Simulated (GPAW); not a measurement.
**Ta: optical spectrum from first principles**

Aim: the dielectric function of Ta, and the optical constants that follow from it.

Method: DFT, LDA, plane-wave PAW (GPAW data sets), scalar-relativistic, RPA, optical limit, in GPAW 26.7.0.

## 1. The starting structure

The structure is cubic, space group Im-3m (No. 229). The conventional cell has a = 3.303 Å, b = 3.303 Å, c = 3.303 Å, α = 90.00°, β = 90.00°, γ = 90.00°. Nearest to Ta lie 8 Ta at 2.86 Å.

## 2. Ground state

First the ground state: is it a metal or has it a gap?

This step: DFT, LDA, plane-wave PAW (GPAW data sets), scalar-relativistic, ground state (GPAW 26.7.0).

Input file gs.py:

```python
from ase import Atoms
from ase.dft.bandgap import bandgap
from gpaw import GPAW, PW, FermiDirac

atoms = Atoms(['Ta'],
              cell=[[-1.651280000000, 1.651280000000, 1.651280000000],
                    [1.651280000000, -1.651280000000, 1.651280000000],
                    [1.651280000000, 1.651280000000, -1.651280000000]],
              scaled_positions=[[0.000000000000, 0.000000000000, 0.000000000000]],
              pbc=[True, True, True])
atoms.calc = GPAW(mode=PW(500), xc='LDA', kpts={'size': (9, 9, 9), 'gamma': True},
                  occupations=FermiDirac(0.05), maxiter=150, txt='gs.txt')
print('energy (eV)', atoms.get_potential_energy())
print('Fermi level (eV)', atoms.calc.get_fermi_level())
print('valence electrons', atoms.calc.get_number_of_electrons())
print('gap (eV)', bandgap(atoms.calc, output=None)[0])
print('direct gap (eV)', bandgap(atoms.calc, direct=True, output=None)[0])
atoms.calc.write('gs.gpw')
```

Command:

```bash
$ OMP_NUM_THREADS=1 python gs.py
```

Numbers of over 12 decimals in the logs are rounded to 6 here.

The log of the run:

```text
__  _  _
 | _ |_)|_||  |
 |__||  | ||/\| - 26.7.0

Versions:
  Python: 3.12.14
  ASE:    3.29.0
  Numpy:  2.5.5
  Scipy:  1.18.1
  Libxc:  7.0.0

Input parameters:
  mode=PW(ecut=500.0),
  kpts=MonkhorstPack(size=(9, 9, 9), gamma=True),
  maxiter=150,
  occupations=Occupations(name='fermi-dirac', width=0.05, fixmagmom=False),
  xc=XC(name='LDA')

Diagonalizing LCAO Hamiltonian
Converting LCAO to pw mode

       Ta

Atoms  # Å, Bohr magnetons
|   | symbol |        x |        y |        z |    initial magnetic moments |
| 0 |     Ta | 0.000000 | 0.000000 | 0.000000 | ( 0.0000,  0.0000,  0.0000) |

Unit cell  # Å
| periodic |         x |         y |         z |  lengths |     angles |
|      yes | -1.651280 |  1.651280 |  1.651280 | 2.860101 | 109.471221 |
|      yes |  1.651280 | -1.651280 |  1.651280 | 2.860101 | 109.471221 |
|      yes |  1.651280 |  1.651280 | -1.651280 | 2.860101 | 109.471221 |

Number of symmetries: 48
Symmetry operations  # r_c * U_cc + t_c -> r_c
|    | kind |            matrix            |
|  0 |  σ   |  1, 1, 1,  0, 0,-1,  0,-1, 0 |
|  1 |  C4  |  1, 1, 1,  0, 0,-1, -1, 0, 0 |
|  2 |  C2  |  1, 1, 1,  0,-1, 0,  0, 0,-1 |
|  3 |  S6  |  1, 1, 1,  0,-1, 0, -1, 0, 0 |
|  4 |  S6  |  1, 1, 1, -1, 0, 0,  0, 0,-1 |
|  5 |  C4  |  1, 1, 1, -1, 0, 0,  0,-1, 0 |
|  6 |  E   |  1, 0, 0,  0, 1, 0,  0, 0, 1 |
|  7 |  σ   |  1, 0, 0,  0, 1, 0, -1,-1,-1 |
|  8 |  σ   |  1, 0, 0,  0, 0, 1,  0, 1, 0 |
|  9 |  C3  |  1, 0, 0,  0, 0, 1, -1,-1,-1 |
| 10 |  C3  |  1, 0, 0, -1,-1,-1,  0, 1, 0 |
| 11 |  σ   |  1, 0, 0, -1,-1,-1,  0, 0, 1 |
| 12 |  σ   |  0, 1, 0,  1, 0, 0,  0, 0, 1 |
| 13 |  C2  |  0, 1, 0,  1, 0, 0, -1,-1,-1 |
| 14 |  C3  |  0, 1, 0,  0, 0, 1,  1, 0, 0 |
| 15 |  S4  |  0, 1, 0,  0, 0, 1, -1,-1,-1 |
| 16 |  S4  |  0, 1, 0, -1,-1,-1,  1, 0, 0 |
| 17 |  C3  |  0, 1, 0, -1,-1,-1,  0, 0, 1 |
| 18 |  C3  |  0, 0, 1,  1, 0, 0,  0, 1, 0 |
| 19 |  S4  |  0, 0, 1,  1, 0, 0, -1,-1,-1 |
| 20 |  σ   |  0, 0, 1,  0, 1, 0,  1, 0, 0 |
| 21 |  C3  |  0, 0, 1,  0, 1, 0, -1,-1,-1 |
| 22 |  C2  |  0, 0, 1, -1,-1,-1,  1, 0, 0 |
| 23 |  S4  |  0, 0, 1, -1,-1,-1,  0, 1, 0 |
| 24 |  C4  |  0, 0,-1,  1, 1, 1,  0,-1, 0 |
| 25 |  σ   |  0, 0,-1,  1, 1, 1, -1, 0, 0 |
| 26 |  S6  |  0, 0,-1,  0,-1, 0,  1, 1, 1 |
| 27 |  C2  |  0, 0,-1,  0,-1, 0, -1, 0, 0 |
| 28 |  C4  |  0, 0,-1, -1, 0, 0,  1, 1, 1 |
| 29 |  S6  |  0, 0,-1, -1, 0, 0,  0,-1, 0 |
| 30 |  S6  |  0,-1, 0,  1, 1, 1,  0, 0,-1 |
| 31 |  C4  |  0,-1, 0,  1, 1, 1, -1, 0, 0 |
| 32 |  C4  |  0,-1, 0,  0, 0,-1,  1, 1, 1 |
| 33 |  S6  |  0,-1, 0,  0, 0,-1, -1, 0, 0 |
| 34 |  σ   |  0,-1, 0, -1, 0, 0,  1, 1, 1 |
| 35 |  C2  |  0,-1, 0, -1, 0, 0,  0, 0,-1 |
| 36 |  C2  | -1, 0, 0,  1, 1, 1,  0, 0,-1 |
| 37 |  S6  | -1, 0, 0,  1, 1, 1,  0,-1, 0 |
| 38 |  S6  | -1, 0, 0,  0, 0,-1,  1, 1, 1 |
| 39 |  C2  | -1, 0, 0,  0, 0,-1,  0,-1, 0 |
| 40 |  C2  | -1, 0, 0,  0,-1, 0,  1, 1, 1 |
| 41 |  i   | -1, 0, 0,  0,-1, 0,  0, 0,-1 |
| 42 |  S4  | -1,-1,-1,  1, 0, 0,  0, 1, 0 |
| 43 |  C3  | -1,-1,-1,  1, 0, 0,  0, 0, 1 |
| 44 |  C3  | -1,-1,-1,  0, 1, 0,  1, 0, 0 |
| 45 |  σ   | -1,-1,-1,  0, 1, 0,  0, 0, 1 |
| 46 |  S4  | -1,-1,-1,  0, 0, 1,  1, 0, 0 |
| 47 |  C2  | -1,-1,-1,  0, 0, 1,  0, 1, 0 |

BZ-sampling:
  Number of BZ points: 729
  Number of IBZ points: 35

  Monkhorst-Pack size: [9, 9, 9]
  Monkhorst-Pack shift: [0, 0, 0]

K-points  # in reciprocal-cell coordinates
|     |                                coordinates |     weight |
|   0 | (  0.00000000,   0.00000000,   0.00000000) | 0.00137174 |
|   1 | (  0.11111111,   0.00000000,   0.00000000) | 0.01646091 |
|   2 | (  0.11111111,   0.11111111,  -0.11111111) | 0.00823045 |
|   3 | (  0.22222222,   0.00000000,  -0.11111111) | 0.03292181 |
|   4 | (  0.22222222,   0.00000000,   0.00000000) | 0.01646091 |
|   5 | (  0.22222222,   0.11111111,  -0.11111111) | 0.03292181 |
|   6 | (  0.22222222,   0.22222222,  -0.22222222) | 0.00823045 |
|   7 | (  0.33333333,  -0.11111111,  -0.11111111) | 0.01097394 |
|   8 | (  0.33333333,   0.00000000,  -0.11111111) | 0.06584362 |
|   9 | (  0.33333333,   0.00000000,   0.00000000) | 0.01646091 |
| ... |                                            |            |
|  34 | (  0.44444444,   0.44444444,   0.44444444) | 0.01097394 |

Plane wave coefficients: 470
Cutoff: 500.0 eV

Spin-components: 1 (collinear spins)
Bands:           12
Projectors:      6
Spin-degeneracy: 2
Datatype:        complex128

Parallelization:
  kpt:    1
  domain: 1
  band:   1

Density:
  Valence electrons: 13.0
  Components: 1
  Grid points: [15 15 15]
  Charge: 0.0  # |e|

Potential:
  Grid points: [15 15 15]

species:
  Ta:
    name:    Tantalum
    id:
    Z:       73.0
    valence: 13
    core:    60
    charge:  0.0  # [|e|]
    compensation charges:
      type: gauss
      rc: 0.42  # [Å]
      lmax: 2
    cutoffs:
      filter: 2.36  # [Å]
      core: 3.45  # [Å]
    projectors
    | kind |    occ | energy [eV] | rcut [Å] |
    |   5s |  2.000 |     -72.979 |    1.365 |
    |   6s |  2.000 |      -5.599 |    1.365 |
    |   5p |  6.000 |     -39.590 |    1.349 |
    |   6p |  0.000 |      -1.483 |    1.349 |
    |   5d |  3.000 |      -3.794 |    1.307 |
    |    d |        |      23.417 |    1.307 |

    Using partial waves for Ta as LCAO basis

Reference energy: -423922.319582  # eV

eigensolver:
  PPCG
  Converge bands: occupied
  niter=2

density mixing:
  MSR1-Mixer
  Pratt-step length: 0.05
  Maximum mixing coefficient: 0.75
  Old densities: 10
  SVD Regularization: 0.005
  Good broyden scale: 1.0
  Trust region scale: 1.0
  Backstep threshold: 4.0
  History deletion threshold: 6.0
  Fourier metric: weight=20.0, sigma=0.015

occupation numbers:
  Fermi-Dirac:
    width: 0.0500  # eV

poisson solver:
  ecut: 4000.0  # eV

xc functional:
  name: None

convergence criteria:
- Maximum [total energy] change in last 3 cyles: 0.0005 eV / valence electron
- Maximum integral of absolute [dens]ity change: 0.0001 electrons / valence electron
- Maximum integral of absolute [eigenst]ate change: 4e-08 eV^2 / valence electron
maximum number of iterations: 150

SCF iterations
|iter     |      energy | eigst |  dens |
|iter:   1||  -11.056522 | -0.04 |       |
|iter:   2||  -11.028406 | -2.67 | -1.30 |
|iter:   3||  -10.891771 | -1.65 | -1.33 |
|iter:   4||  -10.895690 | -3.39 | -2.04 |
|iter:   5||  -10.897261c| -4.53 | -2.37 |
|iter:   6||  -10.897262c| -6.76 | -3.91 |
|iter:   7||  -10.897261c| -7.84c| -4.23c|

Converged in 7 steps
SCF loop duration: 2.025 s (0.289 s/step)
Energy contributions relative to reference atoms: (reference = -423922.319582)

Energy contributions:
  Kinetic:           4.671431
  Coulomb:          -5.261230
  Zero:             -0.282718
  External:          0.000000
  Xc:              -10.016305
  Entropy:          -0.016879
  Spinorbit:         0.000000
  ----------------------------
  Free energy:     -10.905700
  Extrapolated:    -10.897261

dipole moment: (-5.947077, -5.947077, -5.947077)  # |e|*Ang

Fermi level: 11.533
Eigenvalues  # (at kpt = [0.000, 0.000, 0.000])
| band index |      eig [eV] | occ [0-2] |
|          0 |       -55.453 |     2.000 |
|          1 |       -21.593 |     2.000 |
|          2 |       -21.593 |     2.000 |
|          3 |       -21.593 |     2.000 |
|          4 |         3.633 |     2.000 |
|          5 |        12.158 |     0.000 |
|          6 |        12.158 |     0.000 |
|          7 |        12.158 |     0.000 |
|          8 |        15.386 |     0.000 |
|          9 |        15.386 |     0.000 |
|         10 |        37.587 |     0.000 |
|         11 |        37.587 |     0.000 |

No gap
No difference between direct/indirect transitions

--- standard output ---
energy (eV) -10.897261
Fermi level (eV) 11.532919
valence electrons 13.0
gap (eV) 0.0
direct gap (eV) 0.0
```

Run time: 3.4 s. Hardware: 1 thread of Arm Neoverse V2, shared host; peak memory 0.12 GiB.

This step gave:

```
energy       : -10.90 eV
Fermi energy : 11.53 eV
electrons    : 13
```

There are states at the Fermi level within the smearing, so the occupations stay smeared and the carriers get a Drude term.

## 3. Bands for the response

At the fixed density, many empty bands are solved on the mesh of the response, since the spectrum sums over them.

This step: DFT, LDA, plane-wave PAW (GPAW data sets), scalar-relativistic, bands at fixed density (GPAW 26.7.0).

Input file nscf.py:

```python
from ase.dft.bandgap import bandgap
from gpaw import GPAW, FermiDirac

calc = GPAW('gs.gpw').fixed_density(kpts={'size': (15, 15, 15), 'gamma': True}, nbands=25, convergence={'bands': 19},
                                    occupations=FermiDirac(0.05), txt='nscf.txt')
print('gap (eV)', bandgap(calc, output=None)[0])
print('direct gap (eV)', bandgap(calc, direct=True, output=None)[0])
print('top band over the Fermi level (eV)', min(calc.get_eigenvalues(kpt=k)[18] for k in range(len(calc.get_ibz_k_points()))) - calc.get_fermi_level())
calc.write('full.gpw', mode='all')
```

Command:

```bash
$ OMP_NUM_THREADS=1 python nscf.py
```

The log of the run:

```text
Diagonalizing LCAO Hamiltonian
Converting LCAO to pw mode
convergence criteria:
- Maximum integral of absolute [eigenst]ate change: 4e-08 eV^2 / valence electron
maximum number of iterations: 150

SCF iterations
|iter     |      energy | eigst |  dens |
|iter:   1||             | +3.04 |       |
|iter:   2||             | +0.59 |       |
|iter:   3||             | -1.67 |       |
|iter:   4||             | -3.80 |       |
|iter:   5||             | -5.88 |       |
|iter:   6||             | -7.46c|       |
SCF steps: 6
  __  _  _
 | _ |_)|_||  |
 |__||  | ||/\| - 26.7.0

Versions:
  Python: 3.12.14
  ASE:    3.29.0
  Numpy:  2.5.5
  Scipy:  1.18.1
  Libxc:  7.0.0

Input parameters:
  mode=PW(ecut=500.0),
  convergence={'bands': 19},
  gpts=array([15, 15, 15]),
  kpts=MonkhorstPack(size=(15, 15, 15), gamma=True),
  maxiter=150,
  nbands=25,
  occupations=Occupations(name='fermi-dirac', width=0.05, fixmagmom=False),
  parallel={},
  xc=XC(name='LDA')

--- standard output ---
gap (eV) 0.0
direct gap (eV) 0.0
top band over the Fermi level (eV) 29.557511
```

Run time: 13 s. Hardware: 1 thread; peak memory 0.16 GiB.

## 4. Dielectric function, RPA

Local fields let the induced charge screen the field inside the cell, which as a rule lowers ε, most along directions where the density is uneven.

This step: DFT, LDA, plane-wave PAW (GPAW data sets), scalar-relativistic, RPA, optical limit (GPAW 26.7.0).

Input file df.py:

```python
from gpaw.response.df import DielectricFunction

df = DielectricFunction('full.gpw', frequencies={'type': 'nonlinear', 'domega0': 0.03, 'omega2': 8},
                        ecut=50,
                        eta=0.15,
                        nbands=19,
                        rate=0.05,
                        txt='df.txt')
for direction in ['x']:
    df.get_dielectric_function(xc='RPA', direction=direction, filename=f'df_{direction}.csv')
```

Command:

```bash
$ OMP_NUM_THREADS=1 python df.py
```

The log of the run:

```text
Using integrator: PointIntegrator
NonLinearFrequencyDescriptor(from 0.000 to 105.287 eV, 545 points)
Nonperiodic BCs:  [False False False]
Using integrator: PointIntegrator
NonLinearFrequencyDescriptor(from 0.000 to 105.287 eV, 545 points)
Nonperiodic BCs:  [False False False]
Using integrator: PointIntegrator

Calculating chi0 body with:
    Ground state adapter containing:
    Number of spins: 1
    Number of kpoints: 3375
    Number of irreducible kpoints: 120
    Number of completely occupied states: 5
    Number of partially occupied states: 8

    Linear response parametrization:
    q_c: [0.0, 0.0, 0.0]
    Number of frequency points: 545
    Planewave cutoff: 50.0
    Number of bands: 19
    Number of planewaves: 13
    Broadening (eta): 0.15

Integrating chi0 body.

Symmetries of q_c:
    Direct symmetries (Uq -> q): 48
    Indirect symmetries (TUq -> q): 0
In total 48 allowed symmetries.

120 groups of equivalent kpoints. 96.444444% reduction.

Integral kind: spectral function

Calculating chi0 optical extensions with:
    Ground state adapter containing:
    Number of spins: 1
    Number of kpoints: 3375
    Number of irreducible kpoints: 120
    Number of completely occupied states: 5
    Number of partially occupied states: 8

    Linear response parametrization:
    Number of frequency points: 545
    Planewave cutoff: 50.0
    Number of bands: 19
    Number of planewaves: 13
    Broadening (eta): 0.15
Integrating chi0 head and wings.

Symmetries of q_c:
    Direct symmetries (Uq -> q): 48
    Indirect symmetries (TUq -> q): 0
In total 48 allowed symmetries.

120 groups of equivalent kpoints. 96.444444% reduction.

Integral kind: spectral function wings

Calculating drude chi0 with:
    Number of frequency points:545
    Plasma frequency decay rate: 0.05 eV

    Ground state adapter containing:
    Number of spins: 1
    Number of kpoints: 3375
    Number of irreducible kpoints: 120
    Number of completely occupied states: 5
    Number of partially occupied states: 8

Symmetries of q_c:
    Direct symmetries (Uq -> q): 48
    Indirect symmetries (TUq -> q): 0
In total 48 allowed symmetries.

120 groups of equivalent kpoints. 96.444444% reduction.

Integral kind: intraband
Plasma frequency:
[[7.94+0.j 0.  -0.j 0.  -0.j]
 [0.  +0.j 7.94+0.j 0.  +0.j]
 [0.  -0.j 0.  +0.j 7.94+0.j]]
```

Elapsed: 4.6 s, on 1 thread; peak memory 0.18 GiB.

Sum at mesh points, not converged in k. The Im ε, E ∥ x by photon energy; read off at these points:

```csv
photon energy (eV),"Im ε, E ∥ x"
0.500,51.9
0.750,16.8
1.000,8.90
1.250,7.50
1.500,8.61
1.750,8.35
2.000,7.78
2.250,9.62
2.500,10.8
2.750,13.5
3.000,12.3
3.250,15.4
3.500,11.8
3.750,12.7
4.000,11.8
4.250,11.7
4.500,11.2
4.750,16.2
5.000,20.5
5.077,20.8
5.250,19.6
5.500,14.6
5.750,10.8
6.000,9.20
6.250,7.38
6.500,5.21
6.750,4.34
7.000,3.98
7.250,3.37
7.500,3.88
7.750,3.59
8.000,2.89
8.250,3.84
8.500,4.39
8.750,4.21
8.895,4.51
9.000,4.34
9.250,4.02
9.500,4.09
9.750,3.96
10.000,2.51
10.250,2.55
10.500,2.83
10.750,3.03
11.000,2.81
11.250,2.32
11.500,1.92
11.750,2.03
12.000,2.50
12.250,2.08
12.500,1.60
12.750,1.59
13.000,1.75
13.250,1.60
13.500,1.62
13.750,1.60
```

Values under 1 per cm are given as 1; sum at mesh points, not converged in k. Absorption coefficient, E ∥ x against photon energy:

```csv
photon energy (eV),"absorption coefficient, E ∥ x (1/cm)"
0.492,7.7e5
1.010,6.9e5
1.486,5.5e5
1.985,4.2e5
2.508,4.8e5
3.018,6.3e5
3.510,7.9e5
3.980,8.6e5
4.516,8.7e5
4.981,1.5e6
5.515,1.9e6
6.021,1.9e6
6.494,1.8e6
6.985,1.6e6
7.496,1.4e6
8.026,1.3e6
8.516,1.5e6
9.023,1.7e6
9.483,1.7e6
10.026,1.7e6
10.519,1.6e6
11.029,1.8e6
11.479,1.6e6
12.023,1.8e6
12.504,1.6e6
13.000,1.6e6
13.512,1.6e6
```

The Im ε, E ∥ x has structure finer than the step of the table below, so its rows give means over 0.5 eV, whole bins alone (the curve runs from 0.305 to 14.0 eV). Peaks (eV: height): without local fields 3.22: 15.5, 5.08: 20.7; with local fields 3.22: 15.5, 5.08: 20.8.

Sum at mesh points, not converged in k. The Im ε, E ∥ x by photon energy; means over each step:

```csv
photon energy (eV),without local fields,with local fields
1.0,9.84,9.85
1.5,8.46,8.47
2.0,8.30,8.31
2.5,11.2,11.2
3.0,13.5,13.5
3.5,12.9,12.9
4.0,12.0,12.0
4.5,12.2,12.2
5.0,19.5,19.5
5.5,14.8,14.9
6.0,8.98,9.07
6.5,5.41,5.47
7.0,3.89,3.93
7.5,3.61,3.66
8.0,3.17,3.22
8.5,4.16,4.24
9.0,4.14,4.21
9.5,4.07,4.17
10.0,2.70,2.76
10.5,2.74,2.82
11.0,2.70,2.77
11.5,1.93,1.99
12.0,2.26,2.32
12.5,1.65,1.70
13.0,1.63,1.67
13.5,1.58,1.61
```

Sum at mesh points, not converged in k. Table of reflectivity at normal incidence, E ∥ x by photon energy; read off at these points:

photon energy (eV), reflectivity at normal incidence, E ∥ x (%) and a bar from the least value:
```
    0.500       97.2 ##############################
    0.750       96.6 ##############################
    1.000       94.6 #############################
    1.250       88.0 ##########################
    1.500       73.3 ###################
    1.750       57.2 ############
    2.000       39.3 ###
    2.250       36.7 ##
    2.500       38.1 ###
    2.750       42.4 #####
    3.000       40.8 ####
    3.250       46.4 #######
    3.302       46.6 #######
    3.500       42.0 #####
    3.750       42.8 #####
    4.000       41.0 ####
    4.250       41.0 ####
    4.500       38.6 ###
    4.750       45.5 ######
    5.000       52.5 #########
    5.250       58.7 ############
    5.500       61.3 #############
    5.750       63.3 ##############
    6.000       61.9 ##############
    6.250       63.8 ###############
    6.500       66.6 ################
    6.750       60.5 #############
    7.000       59.2 ############
    7.250       53.7 ##########
    7.500       45.3 ######
    7.750       47.4 #######
    8.000       40.6 ####
    8.250       32.1 
    8.500       36.4 ##
    8.750       37.1 ##
    9.000       41.1 ####
    9.250       38.7 ###
    9.500       40.9 ####
    9.750       49.1 ########
    9.888       52.9 ##########
   10.000       50.3 ########
   10.250       39.3 ###
   10.500       39.2 ###
   10.750       38.2 ###
   11.000       43.6 #####
   11.250       46.9 #######
   11.328       47.8 #######
   11.500       41.8 ####
   11.750       35.1 #
   12.000       37.4 ##
   12.250       44.7 ######
   12.342       46.6 #######
   12.500       42.3 #####
   12.750       39.1 ###
   13.000       33.4 #
   13.250       36.5 ##
   13.500       34.1 #
   13.750       32.9
```

The loss function −Im 1/ε at q → 0, E ∥ x has structure finer than the step of the table below, so its rows give means over 0.5 eV, whole bins alone (the curve runs from 0.305 to 14.0 eV). Peaks (eV: height): 1.99: 0.128, 8.09: 0.291, 11.79: 0.395.

Sum at mesh points, not converged in k. The loss function −Im 1/ε at q → 0, E ∥ x by energy loss; means over each step:

```csv
energy loss (eV),"loss function −Im 1/ε at q → 0, E ∥ x"
1.0,0.00514
1.5,0.0441
2.0,0.110
2.5,0.0775
3.0,0.0668
3.5,0.0754
4.0,0.0790
4.5,0.0712
5.0,0.0493
5.5,0.0529
6.0,0.0663
6.5,0.0789
7.0,0.122
7.5,0.182
8.0,0.244
8.5,0.220
9.0,0.206
9.5,0.196
10.0,0.219
10.5,0.282
11.0,0.250
11.5,0.325
12.0,0.329
12.5,0.362
13.0,0.448
13.5,0.484
```

From ε follow the optical constants at some laser and lamp lines:

```csv
wavelength (nm),n,k,R (%),1/α
1550,0.78,9.081,96.4,14 nm
800,1.25,3.413,70.0,19 nm
633,1.81,2.142,42.0,24 nm
450,3.10,2.175,42.5,16 nm
308,2.77,2.138,41.0,11 nm
248,3.36,3.049,52.5,6.5 nm
193,1.05,2.846,66.0,5.4 nm
```

A polished face would reflect 38 % of daylight and look faintly violet (CIE x = 0.309, y = 0.315 under D65).

## 5. Results

In words: At this level (LDA, RPA) Ta is a metal. The mesh is too coarse to trust the carriers' weight, the reflectivity or the colour to better than tens of per cent. A polished face would reflect 38 % of daylight and look faintly violet (CIE x = 0.309, y = 0.315 under D65). The carriers' damping of 0.05 eV is typed, not computed; it shapes the response at the lowest energies. Spin-orbit coupling is left out although heavy atoms are present. In this version of GPAW the matrix elements of the optical limit are incomplete, which can lower ε − 1 by up to a tenth where first-row anions or d states rule, and shift it by more in d metals. GPAW's carrier term has the form −ωp²/(ω + i·rate)², which damps like twice the rate and fails at low energy, so the curves leave the lowest energies out. The sum runs over mesh points 0.18 Å⁻¹ apart with no interpolation, so peaks are partly noise of the mesh, and the Drude plasma energy, a sum over the Fermi surface, isn't converged.

[Machine, clock and banner lines and Python warnings are left out of the logs.]

[Logs are printed without paths, hosts, clocks, repeated set-up lines and the standing remarks that a program may print on its own settings, such as how far it seeks lower states.]

[Hosts, paths, dates, database ids (printed as entryN), source tags and the programs' standing remarks are cut or masked in the printed files.]
